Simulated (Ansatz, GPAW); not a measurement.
## A 7-layer slab of V(110): work function by functional and basis

How far do functional and basis move the work function of a 7-layer slab of V(110)?

Calculated with GPAW 26.7.0 and Ansatz 0.2.0; Ansatz plane waves; slab in vacuum with a dipole correction, relaxation, in the first sound run; inputs show where later runs differ.

## Step 1: The structure

The cell holds 7 atoms: 7 V. Its edges and angles: a = 2.615 Å, b = 2.615 Å, c = 30.813 Å, α = 90.0°, β = 90.0°, γ = 70.5°. Vacuum lies along c.

As a file:

```cif
data_structure
_symmetry_space_group_name_H-M 'P 1'
_symmetry_Int_Tables_number 1
_cell_length_a 2.6154
_cell_length_b 2.6154
_cell_length_c 30.8128
_cell_angle_alpha 90.000
_cell_angle_beta 90.000
_cell_angle_gamma 70.529
_cell_volume 198.71
loop_
_atom_site_label
_atom_site_type_symbol
_atom_site_fract_x
_atom_site_fract_y
_atom_site_fract_z
_atom_site_occupancy
V1 V 0.00000 0.00000 0.29209 1
V2 V 0.50000 0.50000 0.36139 1
V3 V 0.00000 0.00000 0.43070 1
V4 V 0.50000 0.50000 0.50000 1
V5 V 0.00000 0.00000 0.56930 1
V6 V 0.50000 0.50000 0.63861 1
V7 V 0.00000 0.00000 0.70791 1
```

## Step 2: Relaxation

Forces are removed first; all later runs use this geometry. The lowest 3 atoms are held at bulk positions and keep their forces.

Contents of input.yaml:

```yaml
crystal:
  lattice:
    - [2.1354624792, -1.51, 0.0]
    - [2.1354624792, 1.51, 0.0]
    - [0.0, 0.0, 30.8127748751]
  atoms:
    - { symbol: V, position: [0.0, 0.0, 0.2920866438] }
    - { symbol: V, position: [0.5, 0.5, 0.3613910959] }
    - { symbol: V, position: [0.0, 0.0, 0.4306955479] }
    - { symbol: V, position: [0.5, 0.5, 0.5] }
    - { symbol: V, position: [0.0, 0.0, 0.5693044521] }
    - { symbol: V, position: [0.5, 0.5, 0.6386089041] }
    - { symbol: V, position: [0.0, 0.0, 0.7079133562] }
kpoints:
  mp_grid: { grid: [13, 13, 1] }
hamiltonian:
  xc: pbe
scf:
  occupations: { method: fermi_dirac, width: 0.1 }
efield:
  axis: 3
  dipole_correction: true
  ramp_width: 0.05
relax:
  f_tol: 0.02
  max_steps: 60
  constraints: [{ sites: [0, 1, 2] }]
output:
  write_potential: true
  write_density: true
  volumetric_format: npy
```

Started as:

```sh
ansatz run input.yaml --threads 4 --pin off --max-ram 8192MiB --backend cpu --events-out ev --progress --plain --runs-dir out
```

Numbers of over 12 decimals in the logs are rounded to 6 here.

Output:

```text
Engine: ansatz 0.2.0, aarch64-unknown-linux-gnu
Pseudopotentials: kind: paw
Pseudopotential: V, paw, valence charge 13, recommended cutoff 420 eV (normal), V.paw.azcp
Functional definition: PBE
  parameter kappa = 0.804
  parameter beta = 0.066725
  exchange = pbe_x(kappa = kappa, mu = beta*pi^2/3)
  correlation = pbe_c(beta = beta)
Crystal: 7 atoms, lattice volume = 198.715 Å³
Basis set: ecut = 420 eV, 3845 PW (Γ), exchange–correlation on 36×36×432 points (8 copies of the dense FFT grid, shifted against one another)
Bands: 55, of which v1, the nominal top of the filled ones, is band 46 counted from 1 (45 counted from 0)
Symmetry: 4 space group operations
k-points: 49 of 169
Non-local potential: V, projectors of the file, l = 0: 3, l = 1: 2, l = 2: 3, l = 3: 1
PAW form: soft (Blöchl's): semilocal exchange-correlation on the pseudo side does not see the compensation charge
PAW one-centre angular grid: V, 590 points (default); XC on 64 Gauss nodes
Initial density: superposition of atomic densities (neutral atoms: chi_scale 0, normalization atom), corrected by the library's trained network
Initial wavefunctions: pseudopotential atomic-orbital guess
Functional: x = pbe(κ = 0.804, μ = 0.219515), c = pbe(β = 0.066725)
SCF iter   1: F=—  HF=-20385.162839 eV  |F-HF|=—  |Δ(HF+E_count)|=         —  Δρ=2.28e-2  dr2=1.91e1  ethr=1.77e-3  p=0.000 e·Å  D=2.96e-13 V/Å  ΔV_dip=-0.00 eV  dr2_dipole=3.29e-6  V_vac-E_F(+/−)=5.02/5.02 eV  ⟨swp⟩=8.8  Hψ=11953  notcnv=0
efield: sawtooth ramp at fractional position 0.9750 (placed from the atoms, in the widest stretch of the axis that holds none; the zero of the levels goes with the place), width 0.0500; the density the first Hamiltonian is built on has a dipole p = 0.000 e·Å; the dipole correction subtracts the counter field D = 2.96e-13 V/Å, which shifts the + side's vacuum level by -0.00 eV against the − side's; the planar-averaged density in the ramp window peaks in size at 2.3e-5 e/Å³
preconditioner: auto → LDOS  [metal: Δε(μ)=0.006 eV  Ē_g=2.800 eV  σ=0.100 eV  W_gap=0.01  n_scr=22 (ndim 8)  ℏωp=15.6 eV  f_vac=0.468  D(μ)=12.27/eV (n_scr^D=146)  β→1.0]
SCF iter   2: F=—  HF=-20385.017915 eV  |F-HF|=—  |Δ(HF+E_count)|=   1.45e-1  Δρ=3.88e-3  dr2=7.55e-2  ethr=1.77e-3  p=-0.000 e·Å  D=-9.49e-6 V/Å  ΔV_dip=0.00 eV  dr2_dipole=1.81e-6  V_vac-E_F(+/−)=4.75/4.75 eV  ⟨swp⟩=2.7  Hψ=3451  notcnv=0
SCF iter   3: F=—  HF=-20385.018055 eV  |F-HF|=—  |Δ(HF+E_count)|=   1.40e-4  Δρ=2.45e-3  dr2=2.34e-2  ethr=8.29e-5  p=-0.000 e·Å  D=-2.83e-6 V/Å  ΔV_dip=0.00 eV  dr2_dipole=1.20e-7  V_vac-E_F(+/−)=4.81/4.80 eV  ⟨swp⟩=2.9  Hψ=5031  notcnv=0
SCF iter   4: F=—  HF=-20385.014430 eV  |F-HF|=—  |Δ(HF+E_count)|=   3.62e-3  Δρ=3.95e-4  dr2=5.17e-4  ethr=2.58e-5  p=-0.000 e·Å  D=-2.94e-6 V/Å  ΔV_dip=0.00 eV  dr2_dipole=1.32e-8  V_vac-E_F(+/−)=4.77/4.77 eV  ⟨swp⟩=2.0  Hψ=3866  notcnv=0
SCF iter   5: F=—  HF=-20385.014617 eV  |F-HF|=—  |Δ(HF+E_count)|=   1.87e-4  Δρ=1.25e-4  dr2=4.93e-5  ethr=5.68e-7  p=-0.000 e·Å  D=-1.95e-6 V/Å  ΔV_dip=0.00 eV  dr2_dipole=2.84e-9  V_vac-E_F(+/−)=4.77/4.77 eV  ⟨swp⟩=3.1  Hψ=4763  notcnv=0
SCF iter   6: F=-20385.014646 eV  HF=-20385.014646 eV  |F-HF|=1.49e-7  |Δ(HF+E_count)|=   2.83e-5  Δρ=4.60e-5  dr2=4.54e-6  ethr=1.10e-8  p=-0.000 e·Å  D=-9.34e-7 V/Å  ΔV_dip=0.00 eV  dr2_dipole=2.15e-10  V_vac-E_F(+/−)=4.77/4.77 eV  ⟨swp⟩=13.4  Hψ=26519  notcnv=0
SCF 1 converged in 6 iterations: F = -20385.014646 eV  dr2 = 4.54e-6
  greatest PAW one-centre occupation: 1.000 electrons in one spin orbital (limit 2), on the V atom at site 5 (counted from 0), in its partial waves of l = 0
relax step   1: F+E_penalty+E_count = -20385.01464569 eV  Δ(F+E_penalty+E_count) = +0.000e0 eV  max|allowed force component| = 5.582e-1 eV/Å  Δτ_max = 0.0000 Å  (6 SCF iters, dr2 threshold 1.00e-5 eV, accepted)
Initial density: handed on by an earlier stage of this run
Initial wavefunctions: those handed on with the density
SCF iter   1: F=—  HF=-20385.214961 eV  |F-HF|=—  |Δ(HF+E_count)|=         —  Δρ=2.09e-2  dr2=9.23e0  ethr=3.10e-3  p=-0.000 e·Å  D=-1.86e-6 V/Å  ΔV_dip=0.00 eV  dr2_dipole=1.05e0  V_vac-E_F(+/−)=4.80/4.80 eV  ⟨swp⟩=4.1  Hψ=6436  notcnv=0
efield: sawtooth ramp at fractional position 0.9750 (handed on by an earlier solve), width 0.0500; the density the first Hamiltonian is built on has a dipole p = -0.000 e·Å; the dipole correction subtracts the counter field D = -1.86e-6 V/Å, which shifts the + side's vacuum level by +0.00 eV against the − side's; the planar-averaged density in the ramp window peaks in size at 8.8e-6 e/Å³
preconditioner: auto → LDOS  [metal: Δε(μ)=0.003 eV  Ē_g=2.841 eV  σ=0.100 eV  W_gap=0.01  n_scr=22 (ndim 8)  ℏωp=15.6 eV  f_vac=0.474  D(μ)=12.28/eV (n_scr^D=146)  β→1.0]
SCF iter   2: F=—  HF=-20385.098404 eV  |F-HF|=—  |Δ(HF+E_count)|=   1.17e-1  Δρ=7.21e-3  dr2=8.99e-1  ethr=3.10e-3  p=0.012 e·Å  D=1.10e-2 V/Å  ΔV_dip=-0.34 eV  dr2_dipole=2.37e-1  V_vac-E_F(+/−)=4.43/4.76 eV  ⟨swp⟩=2.3  Hψ=3707  notcnv=0
SCF iter   3: F=—  HF=-20385.082995 eV  |F-HF|=—  |Δ(HF+E_count)|=   1.54e-2  Δρ=3.78e-3  dr2=1.13e-1  ethr=9.88e-4  p=0.000 e·Å  D=1.94e-4 V/Å  ΔV_dip=-0.01 eV  dr2_dipole=2.28e-2  V_vac-E_F(+/−)=4.77/4.77 eV  ⟨swp⟩=3.0  Hψ=4085  notcnv=0
SCF iter   4: F=—  HF=-20385.067580 eV  |F-HF|=—  |Δ(HF+E_count)|=   1.54e-2  Δρ=1.05e-3  dr2=1.24e-2  ethr=1.24e-4  p=0.004 e·Å  D=3.37e-3 V/Å  ΔV_dip=-0.10 eV  dr2_dipole=1.29e-3  V_vac-E_F(+/−)=4.67/4.77 eV  ⟨swp⟩=2.9  Hψ=5129  notcnv=0
SCF iter   5: F=—  HF=-20385.066417 eV  |F-HF|=—  |Δ(HF+E_count)|=   1.16e-3  Δρ=3.27e-4  dr2=1.21e-3  ethr=1.36e-5  p=0.003 e·Å  D=2.46e-3 V/Å  ΔV_dip=-0.08 eV  dr2_dipole=2.29e-4  V_vac-E_F(+/−)=4.70/4.77 eV  ⟨swp⟩=2.7  Hψ=3834  notcnv=0
SCF iter   6: F=—  HF=-20385.066446 eV  |F-HF|=—  |Δ(HF+E_count)|=   2.85e-5  Δρ=8.31e-5  dr2=6.56e-5  ethr=1.33e-6  p=0.002 e·Å  D=1.97e-3 V/Å  ΔV_dip=-0.06 eV  dr2_dipole=7.64e-6  V_vac-E_F(+/−)=4.71/4.77 eV  ⟨swp⟩=1.9  Hψ=3358  notcnv=0
SCF iter   7: F=-20385.066455 eV  HF=-20385.066466 eV  |F-HF|=1.09e-5  |Δ(HF+E_count)|=   2.01e-5  Δρ=4.78e-5  dr2=1.44e-5  ethr=2.14e-8  p=0.002 e·Å  D=1.67e-3 V/Å  ΔV_dip=-0.05 eV  dr2_dipole=1.73e-6  V_vac-E_F(+/−)=4.72/4.77 eV  ⟨swp⟩=13.4  Hψ=26919  notcnv=0
SCF 2 converged in 7 iterations: F = -20385.066455 eV  dr2 = 1.44e-5
relax step   2: F+E_penalty+E_count = -20385.06645501 eV  Δ(F+E_penalty+E_count) = -5.181e-2 eV  max|allowed force component| = 2.244e-1 eV/Å  Δτ_max = 0.1881 Å  (7 SCF iters, dr2 threshold 1.95e-5 eV, accepted)
[...]
SCF iter   3: F=—  HF=-20385.077934 eV  |F-HF|=—  |Δ(HF+E_count)|=   1.28e-2  Δρ=1.80e-3  dr2=1.95e-2  ethr=1.65e-4  p=0.004 e·Å  D=3.70e-3 V/Å  ΔV_dip=-0.11 eV  dr2_dipole=9.36e-5  V_vac-E_F(+/−)=4.66/4.78 eV  ⟨swp⟩=2.3  Hψ=4720  notcnv=0
SCF iter   4: F=—  HF=-20385.074693 eV  |F-HF|=—  |Δ(HF+E_count)|=   3.24e-3  Δρ=4.15e-4  dr2=1.42e-3  ethr=2.15e-5  p=0.005 e·Å  D=4.35e-3 V/Å  ΔV_dip=-0.13 eV  dr2_dipole=3.57e-5  V_vac-E_F(+/−)=4.64/4.77 eV  ⟨swp⟩=2.8  Hψ=4792  notcnv=0
SCF iter   5: F=—  HF=-20385.074719 eV  |F-HF|=—  |Δ(HF+E_count)|=   2.57e-5  Δρ=2.08e-4  dr2=4.34e-4  ethr=1.56e-6  p=0.004 e·Å  D=3.72e-3 V/Å  ΔV_dip=-0.11 eV  dr2_dipole=4.59e-5  V_vac-E_F(+/−)=4.66/4.77 eV  ⟨swp⟩=2.7  Hψ=4061  notcnv=0
SCF iter   6: F=—  HF=-20385.074742 eV  |F-HF|=—  |Δ(HF+E_count)|=   2.33e-5  Δρ=5.47e-5  dr2=7.34e-5  ethr=4.77e-7  p=0.004 e·Å  D=3.25e-3 V/Å  ΔV_dip=-0.10 eV  dr2_dipole=3.19e-5  V_vac-E_F(+/−)=4.67/4.77 eV  ⟨swp⟩=1.8  Hψ=2891  notcnv=0
SCF iter   7: F=—  HF=-20385.074748 eV  |F-HF|=—  |Δ(HF+E_count)|=   5.40e-6  Δρ=3.98e-5  dr2=2.08e-5  ethr=8.07e-8  p=0.003 e·Å  D=3.09e-3 V/Å  ΔV_dip=-0.10 eV  dr2_dipole=7.29e-6  V_vac-E_F(+/−)=4.68/4.77 eV  ⟨swp⟩=1.9  Hψ=3311  notcnv=0
SCF iter   8: F=-20385.074746 eV  HF=-20385.074748 eV  |F-HF|=2.53e-6  |Δ(HF+E_count)|=   7.19e-7  Δρ=1.07e-5  dr2=1.69e-6  ethr=3.46e-9  p=0.003 e·Å  D=2.92e-3 V/Å  ΔV_dip=-0.09 eV  dr2_dipole=1.03e-6  V_vac-E_F(+/−)=4.68/4.77 eV  ⟨swp⟩=10.9  Hψ=22641  notcnv=0
SCF 3 converged in 8 iterations: F = -20385.074746 eV  dr2 = 1.69e-6
relax step   3: F+E_penalty+E_count = -20385.07474578 eV  Δ(F+E_penalty+E_count) = -8.291e-3 eV  max|allowed force component| = 3.002e-2 eV/Å  Δτ_max = 0.1008 Å  (8 SCF iters, dr2 threshold 3.15e-6 eV, accepted)
SCF iter   1: F=—  HF=-20385.075841 eV  |F-HF|=—  |Δ(HF+E_count)|=         —  Δρ=1.91e-3  dr2=5.09e-2  ethr=5.99e-4  p=0.003 e·Å  D=2.92e-3 V/Å  ΔV_dip=-0.09 eV  dr2_dipole=4.88e-3  V_vac-E_F(+/−)=4.68/4.77 eV  ⟨swp⟩=2.0  Hψ=3828  notcnv=0
efield: sawtooth ramp at fractional position 0.9750 (handed on by an earlier solve), width 0.0500; the density the first Hamiltonian is built on has a dipole p = 0.003 e·Å; the dipole correction subtracts the counter field D = 2.92e-3 V/Å, which shifts the + side's vacuum level by -0.09 eV against the − side's; the planar-averaged density in the ramp window peaks in size at 7.1e-6 e/Å³
preconditioner: auto → LDOS  [metal: Δε(μ)=0.006 eV  Ē_g=2.831 eV  σ=0.100 eV  W_gap=0.02  n_scr=22 (ndim 8)  ℏωp=15.6 eV  f_vac=0.477  D(μ)=12.49/eV (n_scr^D=150)  β→1.0]
SCF iter   2: F=—  HF=-20385.074897 eV  |F-HF|=—  |Δ(HF+E_count)|=   9.44e-4  Δρ=4.90e-4  dr2=2.26e-3  ethr=5.60e-5  p=0.002 e·Å  D=2.17e-3 V/Å  ΔV_dip=-0.07 eV  dr2_dipole=1.19e-4  V_vac-E_F(+/−)=4.71/4.77 eV  ⟨swp⟩=1.1  Hψ=3139  notcnv=0
SCF iter   3: F=—  HF=-20385.074848 eV  |F-HF|=—  |Δ(HF+E_count)|=   4.85e-5  Δρ=2.81e-4  dr2=5.39e-4  ethr=2.48e-6  p=0.003 e·Å  D=2.82e-3 V/Å  ΔV_dip=-0.09 eV  dr2_dipole=4.67e-6  V_vac-E_F(+/−)=4.69/4.77 eV  ⟨swp⟩=2.5  Hψ=4557  notcnv=0
SCF iter   4: F=—  HF=-20385.074770 eV  |F-HF|=—  |Δ(HF+E_count)|=   7.87e-5  Δρ=8.24e-5  dr2=3.15e-5  ethr=5.92e-7  p=0.003 e·Å  D=2.69e-3 V/Å  ΔV_dip=-0.08 eV  dr2_dipole=3.07e-7  V_vac-E_F(+/−)=4.69/4.77 eV  ⟨swp⟩=2.1  Hψ=3759  notcnv=0
SCF iter   5: F=—  HF=-20385.074871 eV  |F-HF|=—  |Δ(HF+E_count)|=   1.01e-4  Δρ=1.88e-5  dr2=1.52e-6  ethr=3.46e-8  p=0.003 e·Å  D=2.68e-3 V/Å  ΔV_dip=-0.08 eV  dr2_dipole=1.42e-7  V_vac-E_F(+/−)=4.69/4.77 eV  ⟨swp⟩=2.1  Hψ=3717  notcnv=0
SCF iter   6: F=—  HF=-20385.074872 eV  |F-HF|=—  |Δ(HF+E_count)|=   4.58e-7  Δρ=5.84e-6  dr2=1.06e-7  ethr=1.67e-9  p=0.003 e·Å  D=2.71e-3 V/Å  ΔV_dip=-0.08 eV  dr2_dipole=9.99e-10  V_vac-E_F(+/−)=4.69/4.77 eV  ⟨swp⟩=2.1  Hψ=3857  notcnv=0
SCF iter   7: F=-20385.074872 eV  HF=-20385.074872 eV  |F-HF|=5.62e-8  |Δ(HF+E_count)|=   9.54e-8  Δρ=4.20e-6  dr2=8.03e-8  ethr=1.10e-10  p=0.003 e·Å  D=2.73e-3 V/Å  ΔV_dip=-0.08 eV  dr2_dipole=7.25e-9  V_vac-E_F(+/−)=4.69/4.77 eV  ⟨swp⟩=10.9  Hψ=19716  notcnv=0
SCF 4 converged in 7 iterations: F = -20385.074872 eV  dr2 = 8.03e-8
relax step   4: F+E_penalty+E_count = -20385.07487156 eV  Δ(F+E_penalty+E_count) = -1.258e-4 eV  max|allowed force component| = 1.134e-2 eV/Å  Δτ_max = 0.0131 Å  (7 SCF iters, accepted)
NSCF: frozen V_eff on 49 k-points
the band table was solved once a step of the walk had ended and its energy, with any forces and stress, was formed, with the checks that follow a solve (15169 applications of the Hamiltonian). They found nothing against the state; the energy, forces and stress were not computed again (output.eigenvalues in the input reference)
WARN: The output density's exchange-correlation potential varies sharply where the density is thin. Do not read a vacuum level from v_tot or v_xc, or from such a field of the output density. On a cell that repeats whose density bears no net charge and no dipole along the vacuum's axis use v_es (v_loc + v_h of the components); under efield.dipole_correction with no amplitude use v_es + v_field, which holds any externa [...]
SCF converged after 7 iterations
Free energy (F): -20385.074872 eV
Harris-Foulkes:  -20385.074872 eV  (|F-HF|=5.62e-8)
Internal energy: -20384.669824 eV  (E = F + TS)
E sigma→0 (E₀):  -20384.872348 eV
Entropy (-TS):   -0.405048 eV (-57.864 meV/atom)
Fermi energy:    5.518290 eV
Dipole field:    D = 0.002619 V/Å  (p = 0.002876 e·Å, saw-weighted, corrected)
Work function:   Φ+ = 4.6915 eV   Φ− = 4.7722 eV
Levels:          The Fermi level and band energies are counted from a zero that moves with the ramp; work functions are not
--- Per-component energies (eV) ---
  E_band       = -2017.549914
  E_kinetic    = 2349.435035
  E_local      = -172270.636026  (includes V_loc(G=0)·N_el)
  E_nonlocal   = -316.022666
  E_hartree    = 85379.366967
  E_xc         = -909.949113
  E_vxc        = -1153.276832  (∫ρ·V_xc dr)
  E_paw        = -7790.015648  (= ΣΔE_a)
  E_vpaw       = -1385.811294  (= ΣTr[D̂ρ^β])
  E_aug_tail   = 0.001858  (compensation charges beyond the density's cutoff)
  E_efield     = 0.000004  (sawtooth field / dipole correction)
  E_vefield    = 0.017969  (∫n·V_field dr)
  E_ewald      = 73173.149766
  E_smearing   = -0.405048  (= −TS)
  E_closure    = -0.000000  (closes the sum)
  Σ components = -20385.074872   (vs F -20385.074872, Δ=0.00e0)
--- Forces (eV/Å), atoms counted from 1 ---
  atom   1  V      0.00000000     0.00000000     0.56321922
  atom   2  V      0.00000000     0.00000000    -0.38387518
  atom   3  V      0.00000000     0.00000000    -0.17837013
  atom   4  V      0.00000000     0.00000000    -0.00317186
  atom   5  V      0.00000000     0.00000000     0.01133928
  atom   6  V      0.00000000     0.00000000    -0.00428351
  atom   7  V      0.00000000     0.00000000    -0.00473156
  max |Σ_I F_I| component: 1.26e-4 eV/Å
--- Band table (eV; the first three rows and the last of 49) ---
  k-point 0: bands = [... 42 lower, 5.6708, 5.6755, 5.7621, 5.8581, 5.9102, 5.9186, 5.9330, 6.1791, ... 5 higher]
  k-point 1: bands = [... 42 lower, 5.5496, 5.6182, 5.6822, 5.7315, 5.8255, 5.9505, 5.9848, 6.1861, ... 5 higher]
  k-point 2: bands = [... 42 lower, 5.3229, 5.4113, 5.4373, 5.6201, 5.6360, 5.6712, 5.9596, 6.2168, ... 5 higher]
  k-point 48: bands = [... 42 lower, 5.2277, 5.7927, 6.0042, 6.7609, 7.0266, 7.1772, 7.3654, 7.4324, ... 5 higher]
--- Relaxed structure (4 steps of the walk, 4 accepted, 0 SCFs on fresh bases) ---
  F+E_penalty+E_count = -20385.07487156 eV   max|allowed force component| = 1.134e-2 eV/Å
  atoms:
    - { symbol: V, position: [0.0, 0.0, 0.2920866438] }
    - { symbol: V, position: [0.5, 0.5, 0.3613910959] }
    - { symbol: V, position: [0.0, 0.0, 0.4306955479] }
    - { symbol: V, position: [0.5, 0.5, 0.498573] }
    - { symbol: V, position: [0.0, 0.0, 0.566217] }
    - { symbol: V, position: [0.5, 0.5, 0.634952] }
    - { symbol: V, position: [0.0, 0.0, 0.698962] }
```

It took 62 s on 4 threads of Arm Neoverse V1, shared host; peak memory 0.75 GiB.

This run has no spin polarisation, although V can carry a moment.

The steps of the relaxation:

```
step  energy less that of the first step (eV)  largest force component (eV/Å)
   1                                   0.0000                          0.5582
   2                                  -0.0518                          0.2244
   3                                  -0.0601                          0.0300
   4                                  -0.0602                          0.0113
```

The run keeps the 4 symmetry operations that it works with, so distortions that break them were not tested.

The atoms that moved most (Å):

```
atom     dx     dy      dz  length
  V7  0.000  0.000  -0.276   0.276
  V6  0.000  0.000  -0.113   0.113
  V5  0.000  0.000  -0.095   0.095
  V4  0.000  0.000  -0.044   0.044
```

Numbers from this step:

- free energy: -20385.0749 eV
- smearing term TS: 0.4050 eV
- symmetry operations: 4
- upper work function: 4.691 eV
- lower work function: 4.772 eV
- dipole along the normal: 0.002876 e·Å
- dipole field: 0.002619 V/Å
- vacuum level above: 10.21 eV
- vacuum level below: 10.29 eV

The electrostatic potential energy of an electron (with the applied field's), less the Fermi level, planar mean oscillates, so the rows of the table below give means over windows of 2.14 Å about each position, cut where the curve ends. Its maxima inside the range that stand out by 2 % of the span (Å: eV): 10.1: -1.12, 12.3: -1.16, 14.3: -1.53, 16.4: -1.48, 18.5: -1.26, 20.5: -2.56. Its minima: 9.0: -12.9, 11.1: -12.8, 13.3: -12.7, 15.4: -12.7, 17.4: -12.7, 19.5: -12.8, 21.5: -13.0.

Electrostatic potential energy of an electron (with the applied field's), less the Fermi level, planar mean against z; means over each step:

z (Å), electrostatic potential energy of an electron (with the applied field's), less the Fermi level, planar mean (eV) and a bar from the least value:
```
     1.07        4.8 ##############################
     3.21        4.8 ##############################
     5.35        4.7 ##############################
     7.49        1.0 ######################
     9.63       -7.8 ##
    11.77       -7.7 ###
    13.91       -8.0 ##
    16.05       -8.1 ##
    18.19       -7.9 ##
    20.33       -8.9 
    22.47       -3.6 ############
    24.61        4.6 ##############################
    26.75        4.7 ##############################
    28.89        4.7 ##############################
```

The valence density, planar mean oscillates, so the rows of the table below give means over windows of 2.14 Å about each position, cut where the curve ends. Its maxima inside the range that stand out by 2 % of the span (Å: e/Å³): 9.0: 2.07, 11.1: 2.06, 13.3: 2.06, 15.4: 2.05, 17.4: 2.05, 19.5: 2.06, 21.5: 2.07. Its minima: 10.1: 0.270, 12.3: 0.268, 14.3: 0.279, 16.4: 0.280, 18.5: 0.271, 20.5: 0.322.

The valence density, planar mean by z; means over each step:

```
z (Å)  valence density, planar mean (e/Å³)
 3.21                               5.6e-6
 5.35                               9.0e-4
 7.49                                0.133
 9.63                                0.946
11.77                                0.944
13.91                                0.967
16.05                                0.975
18.19                                0.957
20.33                                 1.07
22.47                                0.594
24.61                              0.00331
26.75                               2.3e-5
```

The relaxation lowered the energy of the cell by 0.0602 eV.

[end of part 1 of 3]

[Logs are printed without paths, hosts, clocks, repeated set-up lines and the standing remarks that a program may print on its own settings, such as how far it seeks lower states.]

[Hosts, paths, dates, database ids (printed as entryN), source tags and the programs' standing remarks are cut or masked in the printed files.]
